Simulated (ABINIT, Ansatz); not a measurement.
An input for ABINIT 10.8.3 (KHF2 (I4/mcm)):

```
acell 3*1.0 Angstrom
rprim 
  -2.835000000000 2.835000000000 3.405000000000
  2.835000000000 -2.835000000000 3.405000000000
  2.835000000000 2.835000000000 -3.405000000000
ntypat 3
znucl 19 1 9
natom 8
typat 1 1 2 2 3 3 3 3
xred 
  0.250000000000 0.250000000000 -0.000000000000
  0.750000000000 0.750000000000 -0.000000000000
  0.500000000000 -0.000000000000 0.500000000000
  0.000000000000 0.500000000000 0.500000000000
  0.640800000000 0.140800000000 0.781600000000
  0.140800000000 0.359200000000 0.500000000000
  0.359200000000 0.859200000000 0.218400000000
  0.859200000000 0.640800000000 0.500000000000
pp_dirpath "pseudos"
pseudos "K.upf, H.upf, F.upf"
ecut 36
ngkpt 2 2 2
nshiftk 1
shiftk 0 0 0
kptopt 1
chksymbreak 0
istwfk *1
occopt 1
irdwfk 1
optdriver 99
bs_calctype 1
mbpt_sciss 4.063 eV
bs_loband 13
nband 32
bs_exchange_term 1
bs_coulomb_term 11
bs_coupling 0
bs_algorithm 1
bs_freq_mesh 0 17 0.1 eV
zcut 0.15 eV
ecuteps 3.6
ecutwfn 18
inclvkb 2
irdscr 1
indata_prefix "in"
outdata_prefix "out"
tmpdata_prefix "tmp"
```

```sh
OMP_NUM_THREADS=1 mpirun -n 4 abinit run.abi > log
```

Question: Estimate wall time and host memory on 4 MPI ranks of Intel Xeon 6975P-C (Granite Rapids), shared host.

It took 21 s; on shared hardware allow 10 s to 42 s. Peak host memory was 0.48 GiB.

The kernel grows as the square of the matrix size, and full diagonalisation as its cube.

[Paths, hosts, dates, memory and timing lines, banners, echoed tables and standing remarks are left out of the program output.]

[Logs are printed without paths, hosts, clocks, repeated set-up lines and the standing remarks that a program may print on its own settings, such as how far it seeks lower states.]

[Runs of the session that timed out or met a known fault of the program may be left out.]

[Hosts, paths, dates, database ids (printed as entryN), source tags and the programs' standing remarks are cut or masked in the printed files.]

[G0W0 gaps are taken among the corrected bands and points alone; a level outside them can change the order at an edge.]

[Where Ansatz stands beside ABINIT at settings called matched, ABINIT's density can come from a denser mesh and the files from another edition; pairs whose starting gaps differed by over 0.03 eV were left out, so agreement reads better than it is.]
